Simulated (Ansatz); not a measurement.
# Ni wire along [110], 19 atoms a period: bands along the axis

What gap, if any, does the Ni wire along [110], 19 atoms a period have, and how many channels would it open?

Method: DFT PBE, plane waves, PAW; relaxation of a wire's period; PAW set soft_1, in the first sound run; inputs show where later runs differ, in Ansatz 0.2.0.

## Step 1: Starting point

The cell holds 19 atoms: 19 Ni. Cell: a = 13.840 Å, b = 16.756 Å, c = 2.489 Å, α = 90.0°, β = 90.0°, γ = 90.0°. Vacuum lies along a and b. The structure's axis is c.

## Step 2: Relaxing the period

Band widths follow the bond lengths, so the wire is relaxed first. The atoms and the third cell vector are free; the box across stays fixed as vacuum. Moments are seeded so that a magnetic state can form if it lies lower. A Fermi-Dirac smearing is set since the result may be a metal. The pressure printed is a third of the stress's trace over the whole box, vacuum included; only the stress along the axis is relaxed.

Input file input.yaml:

```yaml
crystal:
  lattice:
    - [13.84, 0.0, 0.0]
    - [0.0, 16.756, 0.0]
    - [0.0, 0.0, 2.4890158698]
  atoms:
    - { symbol: Ni, position: [0.24566474, 0.648546647, 0.0], spin: 0.8 }
    - { symbol: Ni, position: [0.24566474, 0.500001894, 0.0], spin: 0.8 }
    - { symbol: Ni, position: [0.5, 0.648546647, 0.0], spin: 0.8 }
    - { symbol: Ni, position: [0.5, 0.500001894, 0.0], spin: 0.8 }
    - { symbol: Ni, position: [0.5, 0.797091399, 0.0], spin: 0.8 }
    - { symbol: Ni, position: [0.75433526, 0.648546647, 0.0], spin: 0.8 }
    - { symbol: Ni, position: [0.75433526, 0.500001894, 0.0], spin: 0.8 }
    - { symbol: Ni, position: [0.37283237, 0.277184766, 0.5], spin: 0.8 }
    - { symbol: Ni, position: [0.37283237, 0.425729518, 0.5], spin: 0.8 }
    - { symbol: Ni, position: [0.37283237, 0.57427427, 0.5], spin: 0.8 }
    - { symbol: Ni, position: [0.37283237, 0.722819023, 0.5], spin: 0.8 }
    - { symbol: Ni, position: [0.62716763, 0.277184766, 0.5], spin: 0.8 }
    - { symbol: Ni, position: [0.62716763, 0.425729518, 0.5], spin: 0.8 }
    - { symbol: Ni, position: [0.62716763, 0.57427427, 0.5], spin: 0.8 }
    - { symbol: Ni, position: [0.62716763, 0.722819023, 0.5], spin: 0.8 }
    - { symbol: Ni, position: [0.24566474, 0.351457142, 0.0], spin: 0.8 }
    - { symbol: Ni, position: [0.5, 0.351457142, 0.0], spin: 0.8 }
    - { symbol: Ni, position: [0.5, 0.20291239, 0.0], spin: 0.8 }
    - { symbol: Ni, position: [0.75433526, 0.351457142, 0.0], spin: 0.8 }
magnetization:
  spin_polarized: true
kpoints:
  mp_grid: { grid: [1, 1, 33] }
scf:
  occupations: { method: fermi_dirac, width: 0.05 }
hamiltonian:
  xc: pbe
  pseudopotentials: { kind: paw, azcp: { folder: soft_1 } }
relax:
  cell: { fix: [a, b, alpha, beta, gamma] }
  max_steps: 45
  f_tol: 0.03
```

The run is started by

```console
$ ansatz run input.yaml --threads 4 --pin off --max-ram 16384MiB --backend cpu --events-out ev --progress --plain --runs-dir out
```

Numbers of over 12 decimals in the logs are rounded to 6 here.

Log:

```text
Engine: ansatz 0.2.0, aarch64-unknown-linux-gnu
Pseudopotentials: kind: paw
Pseudopotential: Ni, paw, valence charge 18, recommended cutoff 420 eV (normal), soft_1/Ni.paw.azcp
Functional definition: PBE
  parameter kappa = 0.804
  parameter beta = 0.066725
  exchange = pbe_x(kappa = kappa, mu = beta*pi^2/3)
  correlation = pbe_c(beta = beta)
Crystal: 19 atoms, lattice volume = 577.210 Å³
Basis set: ecut = 420 eV, 11265 PW (Γ), exchange–correlation on 192×240×36 points (8 copies of the dense FFT grid, shifted against one another)
Bands: 215, of which v1, the nominal top of the filled ones, is band 171 counted from 1 (170 counted from 0)
Symmetry: 8 space group operations
Space group: Pmmm (ITA 47), of the structure as read, at distance tolerance 8.3e-5 Å
Magnetic group: BNS 47.249 (UNI 347), of the structure as read, at distance tolerance 8.3e-5 Å
k-points: 17 of 33
Non-local potential: Ni, projectors of the file, l = 0: 3, l = 1: 2, l = 2: 3, l = 3: 1
PAW form: soft (Blöchl's): semilocal exchange-correlation on the pseudo side does not see the compensation charge
PAW one-centre angular grid: Ni, 590 points (default); XC on 64 Gauss nodes
Initial density: superposition of atomic densities (neutral atoms: chi_scale 0, normalization atom)
Starting moments: Σ|m| = 15.2 μB on 19 of 19 sites
Initial wavefunctions: pseudopotential atomic-orbital guess
Functional: x = pbe(κ = 0.804, μ = 0.219515), c = pbe(β = 0.066725)
SCF iter   1: F=—  HF=-110926.534157 eV  |F-HF|=—  |Δ(HF+E_count)|=         —  Δρ=2.26e-2 (↑1.70e-2 ↓2.26e-2)  dr2=2.76e1  dr2_m=1.06e0  M=15.545 μB ∫|m|=16.262 μB  β_m=0.30  ethr=3.10e-3  ⟨swp⟩=7.9  Hψ=32882  notcnv=0  defer=484
Mixer restart at iter 1: flushing history
preconditioner: auto → LDOS  [metal: Δε(μ)=0.001 eV  Ē_g=6.800 eV  σ=0.050 eV  W_gap=0.01  n_scr=114 (ndim 8)  ℏωp=21.3 eV  f_vac=0.539  D(μ)=42.99/eV (n_scr^D=512)]
spin=Collinear: LDOS preconditioning applied to the charge; magnetization (m = ρ↑ − ρ↓) channel mixes plain (no charge-response kernel on spin).
SCF iter   2: F=—  HF=-110929.607925 eV  |F-HF|=—  |Δ(HF+E_count)|=    3.07e0  Δρ=1.86e-2 (↑1.86e-2 ↓8.79e-3)  dr2=4.54e0  dr2_m=5.21e-1  M=15.226 μB ∫|m|=16.279 μB  β_m=0.35  ethr=3.10e-3  ⟨swp⟩=2.0  Hψ=11974  notcnv=0  defer=859
SCF iter   3: F=—  HF=-110937.397200 eV  |F-HF|=—  |Δ(HF+E_count)|=    7.79e0  Δρ=7.60e-3 (↑5.90e-3 ↓7.60e-3)  dr2=4.95e-1  dr2_m=1.71e-1  M=14.997 μB ∫|m|=16.355 μB  β_m=0.40  ethr=1.33e-3  ⟨swp⟩=3.0  Hψ=11873  notcnv=0  defer=864
SCF iter   4: F=—  HF=-110941.152983 eV  |F-HF|=—  |Δ(HF+E_count)|=    3.76e0  Δρ=5.04e-3 (↑5.04e-3 ↓3.57e-3)  dr2=3.10e-1  dr2_m=2.56e-2  M=14.586 μB ∫|m|=16.231 μB  β_m=0.67  ethr=1.45e-4  ⟨swp⟩=2.6  Hψ=11560  notcnv=0  defer=875
SCF iter   5: F=—  HF=-110943.136205 eV  |F-HF|=—  |Δ(HF+E_count)|=    1.98e0  Δρ=3.64e-3 (↑2.18e-3 ↓3.64e-3)  dr2=1.06e-1  dr2_m=1.44e-2  M=14.097 μB ∫|m|=15.975 μB  β_m=0.72  ethr=9.06e-5  ⟨swp⟩=3.3  Hψ=15660  notcnv=0  defer=884
SCF iter   6: F=—  HF=-110943.197630 eV  |F-HF|=—  |Δ(HF+E_count)|=         —  Δρ=4.66e-3 (↑8.34e-4 ↓4.66e-3)  dr2=8.78e-2  dr2_m=3.46e-2  M=13.766 μB ∫|m|=15.596 μB  β_m=0.72  ethr=3.10e-5  ⟨swp⟩=2.1  Hψ=11575  notcnv=0  defer=902
SCF iter   7: F=—  HF=-110943.202289 eV  |F-HF|=—  |Δ(HF+E_count)|=   4.66e-3  Δρ=1.79e-3 (↑8.68e-4 ↓1.79e-3)  dr2=2.06e-2  dr2_m=4.82e-3  M=13.771 μB ∫|m|=15.568 μB  β_m=0.82  ethr=2.57e-5  ⟨swp⟩=2.0  Hψ=9452  notcnv=0  defer=902
SCF iter   8: F=—  HF=-110943.217431 eV  |F-HF|=—  |Δ(HF+E_count)|=   1.51e-2  Δρ=1.29e-3 (↑9.05e-4 ↓1.29e-3)  dr2=1.87e-2  dr2_m=4.30e-4  M=13.725 μB ∫|m|=15.519 μB  β_m=0.66  ethr=6.03e-6  ⟨swp⟩=2.2  Hψ=13755  notcnv=0  defer=902
SCF iter   9: F=—  HF=-110943.215424 eV  |F-HF|=—  |Δ(HF+E_count)|=   2.01e-3  Δρ=2.70e-4 (↑2.22e-4 ↓2.70e-4)  dr2=7.23e-4  dr2_m=2.63e-5  M=13.714 μB ∫|m|=15.511 μB  β_m=0.61  ethr=5.46e-6  ⟨swp⟩=2.0  Hψ=11621  notcnv=0  defer=902
SCF iter  10: F=—  HF=-110943.215285 eV  |F-HF|=—  |Δ(HF+E_count)|=   1.39e-4  Δρ=8.26e-5 (↑5.92e-5 ↓8.26e-5)  dr2=4.56e-5  dr2_m=1.40e-5  M=13.712 μB ∫|m|=15.507 μB  β_m=0.64  ethr=2.12e-7  ⟨swp⟩=2.6  Hψ=11740  notcnv=0  defer=902
SCF iter  11: F=—  HF=-110943.215293 eV  |F-HF|=—  |Δ(HF+E_count)|=   7.54e-6  Δρ=2.99e-5 (↑2.25e-5 ↓2.99e-5)  dr2=6.08e-6  dr2_m=1.66e-6  M=13.712 μB ∫|m|=15.506 μB  β_m=0.71  ethr=1.33e-8  ⟨swp⟩=2.0  Hψ=10812  notcnv=0  defer=902
SCF iter  12: F=—  HF=-110943.215296 eV  |F-HF|=—  |Δ(HF+E_count)|=   3.60e-6  Δρ=2.69e-5 (↑1.81e-5 ↓2.69e-5)  dr2=6.86e-6  dr2_m=3.19e-7  M=13.713 μB ∫|m|=15.506 μB  β_m=0.58  ethr=1.78e-9  ⟨swp⟩=2.6  Hψ=13821  notcnv=0  defer=902
SCF iter  13: F=—  HF=-110943.215295 eV  |F-HF|=—  |Δ(HF+E_count)|=   1.58e-6  Δρ=8.40e-6 (↑4.57e-6 ↓8.40e-6)  dr2=2.42e-7  dr2_m=1.26e-7  M=13.713 μB ∫|m|=15.506 μB  β_m=0.71  ethr=1.78e-9  ⟨swp⟩=2.2  Hψ=11686  notcnv=0  defer=902
SCF iter  14: F=—  HF=-110943.215295 eV  |F-HF|=—  |Δ(HF+E_count)|=   2.30e-7  Δρ=6.10e-6 (↑1.99e-6 ↓6.10e-6)  dr2=1.34e-7  dr2_m=5.02e-8  M=13.713 μB ∫|m|=15.506 μB  β_m=0.81  ethr=7.09e-11  ⟨swp⟩=2.9  Hψ=14607  notcnv=0  defer=902
SCF iter  15: F=—  HF=-110943.215295 eV  |F-HF|=—  |Δ(HF+E_count)|=   4.47e-8  Δρ=3.28e-6 (↑1.55e-6 ↓3.28e-6)  dr2=7.23e-8  dr2_m=7.88e-9  M=13.713 μB ∫|m|=15.506 μB  β_m=0.72  ethr=3.91e-11  ⟨swp⟩=2.0  Hψ=12340  notcnv=0  defer=902
SCF iter  16: F=-110943.215295 eV  HF=-110943.215295 eV  |F-HF|=5.49e-8  |Δ(HF+E_count)|=   3.06e-9  Δρ=2.37e-6 (↑1.11e-6 ↓2.37e-6)  dr2=5.85e-8  dr2_m=3.95e-9  M=13.713 μB ∫|m|=15.506 μB  ethr=2.11e-11  ⟨swp⟩=2.6  Hψ=24523  notcnv=0
SCF 1 converged in 16 iterations: F = -110943.215295 eV  dr2 = 5.85e-8
  greatest PAW one-centre occupation: 1.001 electrons in one spin orbital (limit 2), on the Ni atom at site 18 (counted from 0), in its partial waves of l = 1
relax step   1: F+E_penalty+E_count = -110943.21529502 eV  Δ(F+E_penalty+E_count) = +0.000e0 eV  max|allowed force component| = 7.430e-1 eV/Å  Δτ_max = 0.0000 Å  P = -2.855 GPa  Ω = 577.210 Å³  fix = [a, b, alpha, beta, gamma]  reactions: a -2.288, b -2.616 GPa  (16 SCF iters, dr2 threshold 1.00e-7 eV, accepted)
Crystal: 19 atoms, lattice volume = 570.857 Å³
Basis set: ecut = 420 eV, 11109 PW (Γ), exchange–correlation on 192×240×36 points (8 copies of the dense FFT grid, shifted against one another)
Initial density: handed on by an earlier stage of this run
Starting moments: Σ|m| = 15.2 μB on 19 of 19 sites; this step starts from the density that it was given
Initial wavefunctions: those handed on with the density
[...]
spin=Collinear: LDOS preconditioning applied to the charge; magnetization (m = ρ↑ − ρ↓) channel mixes plain (no charge-response kernel on spin).
SCF iter   2: F=—  HF=-110943.599759 eV  |F-HF|=—  |Δ(HF+E_count)|=   1.94e-4  Δρ=1.69e-5 (↑1.69e-5 ↓1.58e-5)  dr2=2.58e-5  dr2_m=7.18e-8  M=13.477 μB ∫|m|=15.223 μB  β_m=0.55  ethr=1.98e-8  ⟨swp⟩=2.2  Hψ=12332  notcnv=0
SCF iter   3: F=—  HF=-110943.599763 eV  |F-HF|=—  |Δ(HF+E_count)|=   4.40e-6  Δρ=3.24e-5 (↑3.24e-5 ↓1.33e-5)  dr2=6.73e-6  dr2_m=6.79e-7  M=13.475 μB ∫|m|=15.221 μB  β_m=0.47  ethr=7.54e-9  ⟨swp⟩=2.0  Hψ=10342  notcnv=0
SCF iter   4: F=—  HF=-110943.599763 eV  |F-HF|=—  |Δ(HF+E_count)|=   5.77e-7  Δρ=1.55e-5 (↑8.52e-6 ↓1.55e-5)  dr2=2.75e-6  dr2_m=5.44e-7  M=13.475 μB ∫|m|=15.220 μB  β_m=0.55  ethr=1.97e-9  ⟨swp⟩=2.0  Hψ=11912  notcnv=0
SCF iter   5: F=—  HF=-110943.599764 eV  |F-HF|=—  |Δ(HF+E_count)|=   1.63e-6  Δρ=8.64e-6 (↑8.64e-6 ↓5.83e-6)  dr2=1.46e-6  dr2_m=1.87e-7  M=13.474 μB ∫|m|=15.220 μB  β_m=0.53  ethr=8.03e-10  ⟨swp⟩=2.1  Hψ=10678  notcnv=0
SCF iter   6: F=—  HF=-110943.599765 eV  |F-HF|=—  |Δ(HF+E_count)|=   4.04e-7  Δρ=3.33e-6 (↑3.33e-6 ↓2.22e-6)  dr2=6.79e-8  dr2_m=3.23e-8  M=13.473 μB ∫|m|=15.219 μB  β_m=0.56  ethr=4.28e-10  ⟨swp⟩=2.1  Hψ=9990  notcnv=0
SCF iter   7: F=—  HF=-110943.599765 eV  |F-HF|=—  |Δ(HF+E_count)|=   2.03e-8  Δρ=1.25e-6 (↑1.13e-6 ↓1.25e-6)  dr2=1.53e-8  dr2_m=3.96e-9  M=13.473 μB ∫|m|=15.219 μB  β_m=0.56  ethr=1.99e-11  ⟨swp⟩=2.6  Hψ=13418  notcnv=0
SCF iter   8: F=—  HF=-110943.599765 eV  |F-HF|=—  |Δ(HF+E_count)|=   6.17e-9  Δρ=6.59e-7 (↑6.59e-7 ↓3.58e-7)  dr2=2.73e-9  dr2_m=3.98e-10  M=13.473 μB ∫|m|=15.219 μB  β_m=0.53  ethr=4.47e-12  ⟨swp⟩=2.9  Hψ=13387  notcnv=0
SCF iter   9: F=—  HF=-110943.599765 eV  |F-HF|=—  |Δ(HF+E_count)|=  5.82e-10  Δρ=2.75e-7 (↑2.75e-7 ↓1.51e-7)  dr2=3.80e-10  dr2_m=1.92e-10  M=13.473 μB ∫|m|=15.218 μB  β_m=0.69  ethr=1.00e-12  ⟨swp⟩=2.2  Hψ=10693  notcnv=0
SCF iter  10: F=—  HF=-110943.599765 eV  |F-HF|=—  |Δ(HF+E_count)|=  1.46e-11  Δρ=1.71e-7 (↑1.71e-7 ↓1.17e-7)  dr2=1.08e-10  dr2_m=7.02e-11  M=13.473 μB ∫|m|=15.218 μB  β_m=0.75  ethr=1.00e-12  ⟨swp⟩=1.6  Hψ=7541  notcnv=0
SCF iter  11: F=—  HF=-110943.599765 eV  |F-HF|=—  |Δ(HF+E_count)|=  4.37e-11  Δρ=9.37e-8 (↑9.37e-8 ↓4.45e-8)  dr2=1.18e-10  dr2_m=1.39e-11  M=13.473 μB ∫|m|=15.218 μB  β_m=0.73  ethr=1.00e-12  ⟨swp⟩=1.0  Hψ=7311  notcnv=0
SCF iter  12: F=-110943.599765 eV  HF=-110943.599765 eV  |F-HF|=2.47e-10  |Δ(HF+E_count)|=  1.31e-10  Δρ=1.02e-7 (↑5.05e-8 ↓1.02e-7)  dr2=7.53e-11  dr2_m=8.22e-12  M=13.473 μB ∫|m|=15.218 μB  ethr=1.00e-12  ⟨swp⟩=3.3  Hψ=24001  notcnv=0
SCF 6 converged in 12 iterations: F = -110943.599765 eV  dr2 = 7.53e-11
relax step   6: F+E_penalty+E_count = -110943.59976481 eV  Δ(F+E_penalty+E_count) = +4.125e-3 eV  max|allowed force component| = 6.316e-3 eV/Å  Δτ_max = 0.0000 Å  P = +0.002 GPa  Ω = 563.518 Å³  fix = [a, b, alpha, beta, gamma]  reactions: a -0.020, b -0.000 GPa  stress off target by 2.70e-2 GPa on what of the cell is left free  SCF on the basis re-selected at this cell (its energy is not comparable with the rows above)  (12 SCF iters)
basis re-selected at this cell: Δ(F+E_penalty+E_count) = +4.125e-3 eV, ΔP = +0.010 GPa vs the last step (what re-selecting the basis moved, of the pressure what is left beyond the Pulay correction that the steps carried, after the strain that the cell walked since its last selection, with what the two solves' SCF thresholds leave and, on support functions, any second-order correction that the steps lacked; it is no m [...]
SCF converged after 12 iterations
Magnetization: 13.4733 μB (177.7366 up, 164.2634 down)
Absolute magnetization: 15.2373 μB (∫|ρ↑−ρ↓|, with the PAW one-centre terms)
Spin contamination: 0.1935 ħ² per cell (⟨S²⟩ above its minimum at these occupations)
Per-site moments (μB) at R_I (Å): [(0.765336, 0.994359), (0.765098, 1.002363), (0.751381, 0.973332), (0.685330, 1.002363), (0.750403, 0.973332), (0.765336, 0.994359), (0.765098, 1.002363), (0.748655, 1.001216), (0.723820, 0.994359), (0.723820, 0.994359), (0.748655, 1.001216), (0.748655, 1.001216), (0.723820, 0.994359), (0.723820, 0.994359), (0.748655, 1.001216), (0.765336, 0.994359), (0.751381, 0.973332), (0.750403, 0.973332), (0.765336, 0.994359)]
Free energy (F): -110943.599765 eV
Harris-Foulkes:  -110943.599765 eV  (|F-HF|=2.47e-10)
Internal energy: -110943.313823 eV  (E = F + TS)
E sigma→0 (E₀):  -110943.456794 eV
Entropy (-TS):   -0.285942 eV (-15.050 meV/atom)
Fermi energy:    3.677500 eV
--- Per-component energies (eV) ---
  E_band       = -10301.687138
  E_kinetic    = 6438.349345
  E_local      = -359475.509374  (includes V_loc(G=0)·N_el)
  E_nonlocal   = -2205.310759
  E_hartree    = 179556.333957
  E_xc         = -2127.089775
  E_vxc        = -2742.701620  (∫ρ·V_xc dr)
  E_paw        = -31504.425243  (= ΣΔE_a)
  E_vpaw       = -11429.201643  (= ΣTr[D̂ρ^β])
  E_aug_tail   = 0.018201  (compensation charges beyond the density's cutoff)
  E_ewald      = 98374.319825
  E_smearing   = -0.285942  (= −TS)
  E_closure    = -0.000000  (closes the sum)
  Σ components = -110943.599765   (vs F -110943.599765, Δ=0.00e0)
--- Forces (eV/Å), atoms counted from 1 ---
  atom   1  Ni     0.00199618    -0.00367654     0.00000000
  atom   2  Ni     0.00013989     0.00000000     0.00000000
  atom   3  Ni     0.00000000    -0.00427713     0.00000000
  atom   4  Ni     0.00000000     0.00000000     0.00000000
  atom   5  Ni     0.00000000     0.00280314     0.00000000
  atom   6  Ni    -0.00199618    -0.00367654     0.00000000
  atom   7  Ni    -0.00013989     0.00000000     0.00000000
  atom   8  Ni     0.00049185    -0.00205504     0.00000000
  atom   9  Ni    -0.00220814     0.00631603     0.00000000
  atom  10  Ni    -0.00220814    -0.00631603     0.00000000
  atom  11  Ni     0.00049185     0.00205504     0.00000000
  atom  12  Ni    -0.00049185    -0.00205504     0.00000000
  atom  13  Ni     0.00220814     0.00631603     0.00000000
  atom  14  Ni     0.00220814    -0.00631603     0.00000000
  atom  15  Ni    -0.00049185     0.00205504     0.00000000
  atom  16  Ni     0.00199618     0.00367654     0.00000000
  atom  17  Ni     0.00000000     0.00427713     0.00000000
  atom  18  Ni     0.00000000    -0.00280314     0.00000000
  atom  19  Ni    -0.00199618     0.00367654     0.00000000
  max |Σ_I F_I| component: 8.67e-19 eV/Å
--- Stress (GPa, compression-positive) ---
       -0.019999       0.000000       0.000000
        0.000000      -0.000258       0.000000
        0.000000       0.000000       0.027019
  P = ⅓ Tr σ = 0.0023 GPa (0.023 kbar)
--- Relaxed structure (5 steps of the walk, 5 accepted, 1 SCFs on fresh bases) ---
  F+E_penalty+E_count = -110943.59976481 eV   max|allowed force component| = 6.316e-3 eV/Å   (the final SCF, on the basis selected at the relaxed cell)
  cell:  # Å, volume = 563.5175 Å³
    - [13.84, 0.0, 0.0]
    - [0.0, 16.756, 0.0]
    - [0.0, 0.0, 2.429970]
  atoms:
    - { symbol: Ni, position: [0.249157, 0.645529, 0.0] }
    - { symbol: Ni, position: [0.245154, 0.5, 0.0] }
    - { symbol: Ni, position: [0.5, 0.647147, 0.0] }
    - { symbol: Ni, position: [0.5, 0.5, 0.0] }
    - { symbol: Ni, position: [0.5, 0.787968, 0.0] }
    - { symbol: Ni, position: [0.750843, 0.645529, 0.0] }
    - { symbol: Ni, position: [0.754846, 0.5, 0.0] }
    - { symbol: Ni, position: [0.370649, 0.279269, 0.5] }
    - { symbol: Ni, position: [0.371427, 0.426855, 0.5] }
    - { symbol: Ni, position: [0.371427, 0.573145, 0.5] }
    - { symbol: Ni, position: [0.370649, 0.720731, 0.5] }
    - { symbol: Ni, position: [0.629351, 0.279269, 0.5] }
    - { symbol: Ni, position: [0.628573, 0.426855, 0.5] }
    - { symbol: Ni, position: [0.628573, 0.573145, 0.5] }
    - { symbol: Ni, position: [0.629351, 0.720731, 0.5] }
    - { symbol: Ni, position: [0.249157, 0.354471, 0.0] }
    - { symbol: Ni, position: [0.5, 0.352853, 0.0] }
    - { symbol: Ni, position: [0.5, 0.212032, 0.0] }
    - { symbol: Ni, position: [0.750843, 0.354471, 0.0] }
```

It took 19 min on 4 threads of Arm Neoverse V1, shared host; peak memory 4.5 GiB; 73 min of CPU time.

[end of part 1 of 2]

[Logs are printed without paths, hosts, clocks, repeated set-up lines and the standing remarks that a program may print on its own settings, such as how far it seeks lower states.]

[Hosts, paths, dates, database ids (printed as entryN), source tags and the programs' standing remarks are cut or masked in the printed files.]
